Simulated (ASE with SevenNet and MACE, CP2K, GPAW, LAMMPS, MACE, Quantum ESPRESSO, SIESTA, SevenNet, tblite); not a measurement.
## Running amorphous Cd8Zn24Te9S23 (64 atoms) with machine-learned potentials

Wanted: machine-learned potentials inputs and outputs for amorphous Cd8Zn24Te9S23 (64 atoms), checked against a plane-wave reference.

Method: the method is named at each step, in ASE with SevenNet and MACE.

### 1. Starting point

The cell holds 64 atoms: 8 Cd, 24 Zn, 9 Te and 23 S. Its edges and angles: a = 11.623 Å, b = 11.623 Å, c = 11.623 Å, α = 90.0°, β = 90.0°, γ = 90.0°. 64 atoms (8 Cd, 24 Zn, 9 Te, 23 S) placed at random at 4.61 g/cm³, melted at 2500 K for 10 ps at fixed volume with the Stillinger-Weber II-VI potential (Zhou et al., Phys. Rev. B 88, 085309 (2013)). Quenched from 2500 K to 300 K at 100 K/ps and fixed volume, held 5 ps.

The yardstick, on the same geometry:

| Property | Result |
| --- | --- |
| method | Kohn-Sham DFT, PBE, SSSP efficiency 1.3.0 pseudopotentials, plane waves (Quantum ESPRESSO 7.5); sssp-pbe-1.3.0-efficiency, cutoffs 60/480 Ry, Γ point |
| r.m.s. force component | 0.4539 eV/Å |
| longest force | 1.653 eV/Å |
| pressure | -0.8867 GPa |
| time | 9.5 min on 4 MPI ranks of Arm Neoverse V1, shared host |
| CPU time | 38 min |

### 2. SevenNet l3i5 potential

Method: machine-learned interatomic potential SevenNet l3i5, trained on PBE(+U) plane-wave data.

run.py

```python
import numpy as np
from ase.io import read
import mlip  # loads the published weights by name

atoms = read("structure.xyz")
atoms.calc = mlip.calc("7net-l3i5")
energy = atoms.get_potential_energy()
forces = atoms.get_forces()
print(f"energy {energy:.6f} eV")
print("forces (eV/A)")
for i, (a, f) in enumerate(zip(atoms, forces)):
    print(f"{i:4d} {a.symbol:2s} {f[0]:10.5f} {f[1]:10.5f} {f[2]:10.5f}")
stress = -atoms.get_stress(voigt=False) * 160.21766
print("stress (GPa, compression positive)")
for row in stress:
    print(" ".join(f"{x:10.4f}" for x in row))
```

structure.xyz

```xyz
64
Lattice="11.62280 0.00000 0.00000 0.00000 11.62280 0.00000 0.00000 0.00000 11.62280" Properties=species:S:1:pos:R:3 pbc="T T T"
Cd 1.48423 7.78239 11.29074
Cd 10.00746 9.61380 10.49190
Cd 11.15870 1.39346 8.19094
Cd 3.04250 3.54902 9.32137
Cd 6.06861 6.65161 8.71815
Cd 9.82859 6.28247 7.93151
Cd 0.08833 4.15190 11.31991
Cd 1.80816 1.05965 3.84959
Zn 6.92428 4.13167 10.73110
Zn 6.59466 6.19077 2.53261
Zn 7.19393 7.55947 5.25548
Zn 1.14764 6.78446 3.66885
Zn 5.78316 1.14275 3.66664
Zn 3.18430 0.26163 7.08084
Zn 10.57605 10.92206 5.16076
Zn 5.76979 8.21627 11.15126
Zn 11.25575 9.98317 2.50808
Zn 1.52119 0.39576 11.30434
Zn 7.08561 2.20589 7.94291
Zn 3.62957 6.13800 2.22902
Zn 9.24745 3.82193 4.35506
Zn 0.40436 9.27906 7.50066
Zn 10.34336 7.90629 4.49454
Zn 3.54856 9.87950 2.19264
Zn 7.62084 10.10428 2.27993
Zn 4.20757 4.50616 5.29151
Zn 5.41541 0.52349 11.33537
Zn 3.55751 10.15356 9.02487
Zn 7.40059 10.18587 8.06983
Zn 3.76218 3.31413 1.46180
Zn 9.08949 1.47261 0.29092
Zn 9.49966 6.68299 1.50817
Te 5.29674 4.14655 7.75287
Te 9.33753 5.44796 10.75179
Te 5.85963 0.44643 6.43740
Te 0.16597 3.50323 3.91491
Te 7.74369 2.54830 2.55504
Te 9.37425 3.32342 7.10246
Te 1.32047 5.94239 9.25338
Te 2.97544 8.58111 4.44386
Te 3.55600 7.86561 7.63467
S 5.78595 10.27037 9.90495
S 1.60522 10.69797 5.67936
S 5.91659 4.30718 1.34813
S 11.59177 7.78402 1.74377
S 9.47723 10.86639 1.01130
S 3.87330 2.57608 3.72592
S 0.00883 7.15314 6.39893
S 3.43744 1.83733 11.22239
S 3.71023 8.00730 0.79698
S 1.58767 4.74175 1.79549
S 8.58042 9.70655 4.45572
S 1.32372 9.95051 9.92448
S 1.63045 11.18102 1.84291
S 4.96863 6.63313 4.41701
S 1.85570 2.24599 7.42313
[... 4 atom lines left out ...]
S 1.72680 4.77778 5.75026
S 8.76313 6.18124 3.90677
S 11.25622 1.69007 10.76632
S 7.27239 1.83687 10.42751
```

On the command line:

```sh
$ OMP_NUM_THREADS=1 python run.py > output.txt
```

Output:

```text
energy -183.701965 eV
forces (eV/A)
   0 Cd   -0.05758   -0.11587   -0.20334
   1 Cd    0.16943   -0.07990   -0.42682
   2 Cd    0.17533   -0.08515   -0.22632
   3 Cd   -0.36145    0.01117   -0.31897
   4 Cd   -0.79567   -0.03038    0.71969
   5 Cd    0.19735   -0.51251    0.05355
   6 Cd    0.61198   -0.11050   -0.15285
   7 Cd   -0.33749    0.29100    0.40658
   8 Zn    0.18308    0.20897    0.49342
   9 Zn    0.12711    0.59219   -0.04027
  10 Zn    0.19182    0.14321   -0.18389
  11 Zn    0.20204   -0.49683    0.31339
  12 Zn   -0.23776    0.22604    0.35885
  13 Zn   -0.35071    0.58228    0.14696
  14 Zn    0.05078   -0.35186   -0.05181
  15 Zn    0.00640   -0.08017   -0.07128
  16 Zn   -0.19227    0.45630    0.04001
  17 Zn   -0.22828   -0.02341   -0.16497
  18 Zn    0.32628    0.23051    0.11178
  19 Zn   -0.14946    0.09818   -0.25367
  20 Zn   -0.25999    0.04094    0.36202
  21 Zn   -0.13012    0.08058   -0.09394
  22 Zn   -0.15640    0.36722    0.39713
  23 Zn    0.10221    0.04367   -0.13878
[...]
56 S    -0.50712   -0.56305    0.54309
  57 S     0.17665   -0.17975   -0.06818
  58 S     0.33675    0.50398    0.15795
  59 S     0.00738    0.38482   -0.47315
  60 S     0.21064    0.20945   -1.37438
  61 S    -0.28030   -0.54907   -0.35822
  62 S    -0.20848    0.16445    0.36178
  63 S    -0.18686    0.04669   -0.22712
stress (GPa, compression positive)
   -1.3936    -0.3937    -0.3933
   -0.3937    -0.6171    -0.0987
   -0.3933    -0.0987    -1.6026
```

Wall time 9.9 s (1 thread of Arm Neoverse V1, shared host); peak memory 0.94 GiB.

Banners, paths, timers and routine set-up lines are dropped from the logs unmarked, and long logs keep their key lines alone; longer cuts are marked.

Against the reference:

| Quantity | Value |
| --- | --- |
| r.m.s. force component | 0.3921 eV/Å |
| r.m.s. difference of force components | 140.4 meV/Å |
| longest difference of force vectors | 650.4 meV/Å |
| force difference over r.m.s. force | 30.92 % |
| slope of forces against the reference's | 0.8252 |
| correlation of force components | 0.9554 |
| pressure | -1.204 GPa |
| pressure difference | -0.3177 GPa |

Length of the force difference by element (eV/Å):

| element | atoms | mean | most |
| --- | --- | --- | --- |
| Cd | 8 | 0.13 | 0.35 |
| S | 23 | 0.22 | 0.51 |
| Te | 9 | 0.32 | 0.65 |
| Zn | 24 | 0.18 | 0.38 |

The surroundings of S44, which has 3 bonded neighbours where the commonest count for S is 4, nearest first, numbered as they follow in the input and with coordinates relative to it.

| atom | x | y | z | distance (Å) | bonds | Fx | Fy | Fz (eV/Å) |
| --- | --- | --- | --- | --- | --- | --- | --- | --- |
| S44 | 0.00 | 0.00 | 0.00 | 0.00 | 3 | -0.67 | 0.92 | -0.83 |
| Zn10 | 0.68 | 1.88 | 1.18 | 2.33 | 4 | 0.13 | 0.59 | -0.04 |
| Zn30 | -2.15 | -0.99 | 0.11 | 2.37 | 4 | -0.46 | -0.04 | 0.19 |
| Zn9 | 1.01 | -0.18 | -2.24 | 2.46 | 3 | 0.18 | 0.21 | 0.49 |
| Te37 | 1.83 | -1.76 | 1.21 | 2.81 | 3 | 1.20 | -0.43 | 0.52 |
| Zn20 | -2.29 | 1.83 | 0.88 | 3.06 | 3 | -0.15 | 0.10 | -0.25 |
| S47 | -2.04 | -1.73 | 2.38 | 3.58 | 4 | 0.57 | -0.06 | 0.10 |
| S64 | 1.36 | -2.47 | -2.54 | 3.80 | 4 | -0.19 | 0.05 | -0.23 |
| S49 | -2.48 | -2.47 | -1.75 | 3.91 | 4 | 0.15 | 0.06 | 0.34 |

Atoms are counted from 1 here, from 0 in the log.

Forces lie 31 % from the reference's, at 0.0044 times its CPU time (on 1 against 4 cores).

### 3. MACE MP-0b2 small potential

Method: machine-learned interatomic potential MACE MP-0b2 small, trained on PBE(+U) plane-wave data.

run.py: that of step 2 with these lines changed.

```diff
@@ -5,3 +5,3 @@
 atoms = read("structure.xyz")
-atoms.calc = mlip.calc("7net-l3i5")
+atoms.calc = mlip.calc("mace-mp-0b2-small")
 energy = atoms.get_potential_energy()
```

structure.xyz is that of step 2.

Output:

```text
energy -184.693078 eV
forces (eV/A)
   0 Cd   -0.12207   -0.04023   -0.23767
   1 Cd    0.10126    0.12829    0.05633
   2 Cd    0.04526   -0.08117   -0.17045
   3 Cd   -0.16601   -0.05837   -0.12604
   4 Cd   -0.69501    0.04486    0.52910
   5 Cd   -0.10319   -0.54618    0.19791
   6 Cd    0.38331   -0.05157   -0.30773
   7 Cd   -0.33301    0.33139    0.21638
   8 Zn   -0.00176    0.23794    0.18777
   9 Zn    0.09854    0.46480    0.01349
  10 Zn    0.15281    0.16852   -0.11097
  11 Zn    0.08741   -0.40744    0.19831
  12 Zn   -0.36161    0.19044    0.36423
  13 Zn   -0.28373    0.51296    0.32547
  14 Zn    0.05021   -0.15863    0.09295
  15 Zn   -0.00103   -0.12460   -0.19777
  16 Zn   -0.06577    0.23158    0.01877
  17 Zn   -0.11650    0.01621   -0.12176
  18 Zn    0.23538    0.08339    0.15496
  19 Zn   -0.07618    0.00260   -0.09528
  20 Zn   -0.26073    0.17920    0.31441
  21 Zn    0.01128   -0.09907   -0.03729
  22 Zn   -0.03239    0.19272    0.30406
  23 Zn    0.07996    0.05051   -0.12299
[...]
56 S    -0.35085   -0.41790    0.45713
  57 S     0.18632   -0.04429   -0.00108
  58 S     0.21604    0.42298    0.34863
  59 S     0.13788    0.37077   -0.52668
  60 S     0.19690    0.15583   -1.23140
  61 S    -0.12113   -0.49967   -0.13832
  62 S    -0.14466    0.01013    0.33658
  63 S    -0.21783   -0.13414   -0.11682
stress (GPa, compression positive)
   -0.9451    -0.3075    -0.0924
   -0.3075    -0.4014    -0.0747
   -0.0924    -0.0747    -1.0572
```

Elapsed: 7.2 s, on 1 thread; peak memory 0.67 GiB.

Compared with the plane-wave run:

```
r.m.s. force component                  : 0.3398 eV/Å
r.m.s. difference of force components   : 202 meV/Å
longest difference of force vectors     : 817.8 meV/Å
force difference over r.m.s. force      : 44.51 %
slope of forces against the reference's : 0.6812
correlation of force components         : 0.9099
pressure                                : -0.8012 GPa
pressure difference                     : 0.0855 GPa
```

Against the first run (31 %), the force difference from the reference is 45 %, at 0.72 times the CPU time.

### 4. SevenNet 0 potential

Method: machine-learned interatomic potential SevenNet 0, trained on PBE(+U) plane-wave data.

run.py: that of step 3 with these lines changed.

```diff
@@ -5,3 +5,3 @@
 atoms = read("structure.xyz")
-atoms.calc = mlip.calc("mace-mp-0b2-small")
+atoms.calc = mlip.calc("7net-0")
 energy = atoms.get_potential_energy()
```

structure.xyz is that of step 3.

Output:

```text
energy -184.743164 eV
forces (eV/A)
   0 Cd   -0.13127   -0.21211   -0.15125
   1 Cd    0.06670   -0.03149   -0.40253
   2 Cd    0.17090    0.01422   -0.32568
   3 Cd   -0.36784    0.06191   -0.36462
   4 Cd   -0.84359   -0.07922    0.65851
   5 Cd    0.19263   -0.47021    0.08766
   6 Cd    0.57026    0.05115   -0.15073
   7 Cd   -0.32929    0.37526    0.47090
   8 Zn    0.09595    0.19389    0.21542
   9 Zn    0.04246    0.38518   -0.06072
  10 Zn    0.14545    0.10115   -0.01505
  11 Zn    0.18855   -0.24992    0.17477
  12 Zn   -0.09003    0.38185    0.34018
  13 Zn   -0.30664    0.61267    0.14973
  14 Zn   -0.01274   -0.29210    0.12565
  15 Zn   -0.01841   -0.07039   -0.10491
  16 Zn   -0.17197    0.25451   -0.01220
  17 Zn   -0.13559   -0.01070   -0.10058
  18 Zn    0.26458    0.12759    0.01419
  19 Zn   -0.10768    0.16055   -0.13666
  20 Zn   -0.31276   -0.17891    0.34272
  21 Zn   -0.19477    0.10209   -0.17160
  22 Zn   -0.05055    0.29708    0.42858
  23 Zn    0.08627   -0.05734   -0.07776
[...]
56 S    -0.46038   -0.45029    0.46585
  57 S     0.17958   -0.20087   -0.06439
  58 S     0.47480    0.45378    0.18467
  59 S     0.19564    0.39915   -0.38882
  60 S    -0.13103   -0.25413   -1.29396
  61 S    -0.22643   -0.16387   -0.29122
  62 S    -0.21870    0.12714    0.31803
  63 S    -0.20136    0.01701   -0.19103
stress (GPa, compression positive)
   -1.2378    -0.3421    -0.3153
   -0.3421    -0.5634    -0.0726
   -0.3153    -0.0726    -1.5213
```

Elapsed: 8.1 s, on 1 thread; peak memory 0.69 GiB.

Numbers from this run, and their distance from the reference:

```
r.m.s. force component                  : 0.3551 eV/Å
r.m.s. difference of force components   : 189.1 meV/Å
longest difference of force vectors     : 843.3 meV/Å
force difference over r.m.s. force      : 41.67 %
slope of forces against the reference's : 0.7192
correlation of force components         : 0.9193
pressure                                : -1.107 GPa
pressure difference                     : -0.2208 GPa
```

Against the first run (31 %), the force difference from the reference is 42 %, at 0.82 times the CPU time.

### 5. The ladder

Differences are against the plane-wave reference, forces as r.m.s. over components; share is that over the reference's r.m.s. force, slope the least-squares factor from reference forces to these. Total energies of different programs have different zeros and aren't compared.

| run | Δ force, r.m.s. (meV/Å) | share (%) | slope | Δ pressure (GPa) | cores | CPU time | memory (GiB) |
| --- | --- | --- | --- | --- | --- | --- | --- |
| reference | - | - | - | - | 4 | 38 min | 5.3 |
| SevenNet l3i5 potential | 140 | 30.9 | 0.825 | -0.318 | 1 | 9.9 s | 0.94 |
| MACE MP-0b2 small potential | 202 | 44.5 | 0.681 | 0.0855 | 1 | 7.2 s | 0.67 |
| SevenNet 0 potential | 189 | 41.7 | 0.719 | -0.221 | 1 | 8.1 s | 0.69 |

Times of the machine-learned potentials are mostly Python's start and the loading of weights.

CPU time is summed over cores on a shared host, where runs went side by side, so it is rough. Symmetry, cutoffs, thresholds, outputs and thread counts weren't matched or tuned between programs; memory under MPI is the largest rank's times the ranks.

### 6. What came out

* nearest in forces: SevenNet l3i5 potential, 31 %
* its CPU time: 9.9 s

In words: Machine-learned potentials differ by 31 % (SevenNet l3i5 potential) to 45 % (MACE MP-0b2 small potential); they were trained on other programs' data. Among those trained on PBE data the slope goes as low as 0.68. The reference's pressure holds the uncorrected Pulay stress of its 60 Ry basis, so small pressure differences, and their order, may be the reference's own error. Machine-learned potentials mimic data converged in k, so the reference's own k-point error enters their differences. The quench rate of 100 K/ps is many orders above laboratory rates, so the cell is likely richer in defects and strain than a real sample. The network of bonds at the start is that of the classical potential that made the cell, and needn't be the one that DFT or experiment would give. The electronic-structure runs sample only Γ, in a cell whose shortest periodic width is 12 Å, which is coarse for a cell with partly filled levels. Spin–orbit coupling is left out, which matters for the levels of the heavy elements.

[Also dropped from logs without a mark: logging warnings of Python, and SIESTA's first energy breakdown and zero terms.]

[Logs are printed without paths, hosts, clocks, repeated set-up lines and the standing remarks that a program may print on its own settings, such as how far it seeks lower states.]

[Hosts, paths, dates, database ids (printed as entryN), source tags and the programs' standing remarks are cut or masked in the printed files.]
